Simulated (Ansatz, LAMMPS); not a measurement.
# Site preference of Zn in place of Ga in amorphous 59Ga2O3-41P2O5 (mol %) (128 atoms): runs compared

Aim: make Zn in place of Ga at several sites of amorphous 59Ga2O3-41P2O5 (mol %) (128 atoms), relax each, and compare their energies.

Computed with Ansatz 0.2.0: Kohn-Sham DFT, PBE, PAW (set soft_2), plane waves.

### Step 1. The cell as built

The cell holds 128 atoms: 26 Ga, 18 P and 84 O. Its edges and angles: a = 11.458 Å, b = 11.458 Å, c = 11.458 Å, α = 90.0°, β = 90.0°, γ = 90.0°. 128 atoms (26 Fe, 18 P, 84 O) placed at random at 3.33 g/cm³, melted at 5000 K for 10 ps at fixed volume with the Morse and Coulomb pair potential with partial charges (Pedone, Malavasi, Menziani, Cormack and Segre, J. Phys. Chem. B 110, 11780 (2006)). Quenched from 5000 K to 300 K at 100 K/ps and fixed volume, held 10 ps at zero pressure, then minimised at fixed cell. Then Fe was replaced by Ga and the cell scaled by 1.005 (the potential has no terms for the new elements, so the cell is a start for a DFT relaxation).

Limits known from the start: The quench rate of 100 K/ps is orders of magnitude faster than experiment, which tends to freeze in extra defects. The network of bonds at the start is that of the classical potential that made the cell, and needn't be the one that DFT or experiment would give. Sampling is at Γ alone, for a cell whose shortest periodic width is 11 Å.

### Step 2. The reference run

The reference is a single point at the end of the relaxation.

Every defect cell starts from the geometry of this run and is relaxed in the fixed cell.

Its input, with most atom lines left out:

```yaml
crystal:
  lattice:
    - [11.45846, 0.0, 0.0]
    - [0.0, 11.45846, 0.0]
    - [0.0, 0.0, 11.45846]
  atoms:
    - { symbol: Ga, position: [0.93234, 0.63985, 0.54546] }
    - { symbol: Ga, position: [0.77943, 0.38553, 0.14169] }
    - { symbol: Ga, position: [0.51753, 0.77993, 0.77429] }
    - { symbol: Ga, position: [0.38481, 0.09463, 0.69551] }
    - { symbol: Ga, position: [0.73564, 0.896, 0.80766] }
    - { symbol: Ga, position: [0.89666, 0.05192, 0.00739] }
    - { symbol: Ga, position: [0.85768, 0.14811, 0.76523] }
    [... atom lines 8 to 128 left out ...]
kpoints:
  mp_grid: { grid: [1, 1, 1] }
hamiltonian:
  xc: pbe
scf:
  occupations: { method: gaussian, width: 0.05 }
output:
  forces: true
  stress: true
  populations: true
  dos:
    method: { smearing: { sigma: 0.1 } }
    de: 0.1
    projected: { site_lists: { Ga: [Ga], O: [O], P: [P] } }
  eigenvalues: true
  write_density: true
  write_potential: true
  volumetric_format: npy
```

- free energy per atom: -1247.3608 eV/atom
- r.m.s. force component: 0.00858 eV/Å
- pressure: 2.93 GPa

Filled and empty levels are parted by 1.74 eV (at Γ alone); a semilocal functional tends to put such gaps too low. In a disordered cell it changes from sample to sample, and tail or defect levels can set it.

### Step 3. The runs

Each row is one run, on 4 threads of Arm Neoverse V2, shared host. The free energy is the program's total, comparable only between runs with the same functional, potentials and atoms.

| run | atoms | outcome | ionic steps, all passes | free energy (eV) | time | host memory (GiB) |
| --- | --- | --- | --- | --- | --- | --- |
| Single point at the start | 128 | converged | - | -159650.119 | 26 s | 2.4 |
| Relaxation | 128 | converged | 31 | -159662.180 | 11 min | 2.5 |
| Single point at the relaxed geometry | 128 | converged | - | -159662.180 | 45 s | 2.5 |
| Zn on a site of Ga, site Ga18 | 128 | converged | 14 | -159196.506 | 20 min | 4.4 |
| Zn on a site of Ga, site Ga17 | 128 | converged | 13 | -159196.447 | 18 min | 4.4 |
| Zn on a site of Ga, site Ga14 | 128 | converged | 13 | -159196.307 | 19 min | 4.4 |
| Zn on a site of Ga, site Ga19 | 128 | cut at the time limit | 12 | -159196.302 | 17 min | 4.4 |

A closer look about site Ga18, the cheapest one, after relaxation: 12 atoms, nearest first, numbered in the order of the input, with positions taken from that point.

| atom | x | y | z | distance (Å) | bonds | moment (μB) |
| --- | --- | --- | --- | --- | --- | --- |
| Zn18 | 0.08 | -0.03 | -0.05 | 0.10 | 4 | 0.00 |
| O124 | 0.01 | 1.48 | 1.19 | 1.90 | 2 | 0.00 |
| O67 | -1.87 | -0.34 | 0.15 | 1.91 | 3 | 0.04 |
| O104 | 0.39 | -1.97 | 0.23 | 2.02 | 3 | 0.00 |
| O80 | 0.89 | 1.27 | -1.44 | 2.12 | 3 | 0.00 |
| O106 | 2.32 | -0.55 | -0.80 | 2.51 | 2 | 0.00 |
| Ga13 | -2.33 | 1.46 | 0.50 | 2.79 | 4 | 0.00 |
| O48 | -1.59 | 2.17 | -1.02 | 2.88 | 3 | 0.05 |
| P39 | 2.21 | 0.55 | -1.90 | 2.97 | 4 | 0.00 |
| O86 | -1.18 | 0.10 | -2.78 | 3.02 | 2 | 0.00 |
| P37 | 0.54 | 1.48 | 2.61 | 3.05 | 4 | 0.00 |
| Ga19 | 0.05 | -2.71 | -1.43 | 3.07 | 4 | 0.00 |

The column of bonds counts only the pairs O-Ga within 2.33 Å, O-P within 2.02 Å, O-Zn within 2.27 Å; other neighbours, such as metal atoms beside each other in a compound, aren't counted, and periodic images can show an atom twice.

### Step 4. The sites compared

All these cells hold the same atoms, so their energies can be compared with no chemical potential.

| site | neighbours | mean distance (Å) | atoms within 6 Å | energy over the best site (eV) | before relaxation (eV) | gain on relaxing (eV) | moment (μB) |
| --- | --- | --- | --- | --- | --- | --- | --- |
| Ga18 | O4 | 1.90 | 73 | 0.00 | 0.00 | 0.70 | 1.0 |
| Ga17 | O6 | 2.03 | 73 | 0.06 | 0.30 | 0.94 | 1.0 |
| Ga14 | O5 | 1.95 | 69 | 0.20 | 0.25 | 0.75 | 1.0 |
| Ga19 * | O4 | 1.86 | 71 | 0.20 | 0.23 | 0.72 | - |

* The relaxation didn't finish, so this cell's energy would fall further, and differences against it can move either way. Neighbours are those of the relaxed host within 2.43 Å (O-Ga); other pairs aren't counted.

### Step 5. Outcome

The cheapest site is Ga18 (4 neighbours, O4); the dearest, Ga19 (4 neighbours, O4, relaxation unfinished), costs 0.20 eV more. By coordination the energies over the best site are 0.00 to 0.20 eV with 4 neighbours, 0.20 eV with 5 neighbours and 0.06 eV with 6 neighbours. Relaxation gains 0.70 to 0.94 eV and leaves the best site the same.

Caveats: Defects are neutral and interact with their images. The reference ran with gaussian smearing of 0.05 eV, but 4 of the 4 defect cells with fermi-dirac smearing of 0.025 eV, spin polarised. In a disordered cell the relaxation can also rearrange atoms far from the site. In the spin-polarised runs the search for a state of lower energy was switched off. Only 4 of the 26 Ga sites were tried; unless symmetry makes the others alike to these, a cheaper one may exist. A local or semilocal functional tends to spread out the unpaired spin of such defects. The stress is far from hydrostatic: its diagonal is 4.5, 3.1, 1.1 GPa, compression counted positive. The pressure of 2.9 GPa says that the cell would expand at this level of theory.

The DFT runs together took 86 min of wall time.

[Logs are printed without paths, hosts, clocks, repeated set-up lines and the standing remarks that a program may print on its own settings, such as how far it seeks lower states.]

[Hosts, paths, dates, database ids (printed as entryN), source tags and the programs' standing remarks are cut or masked in the printed files.]
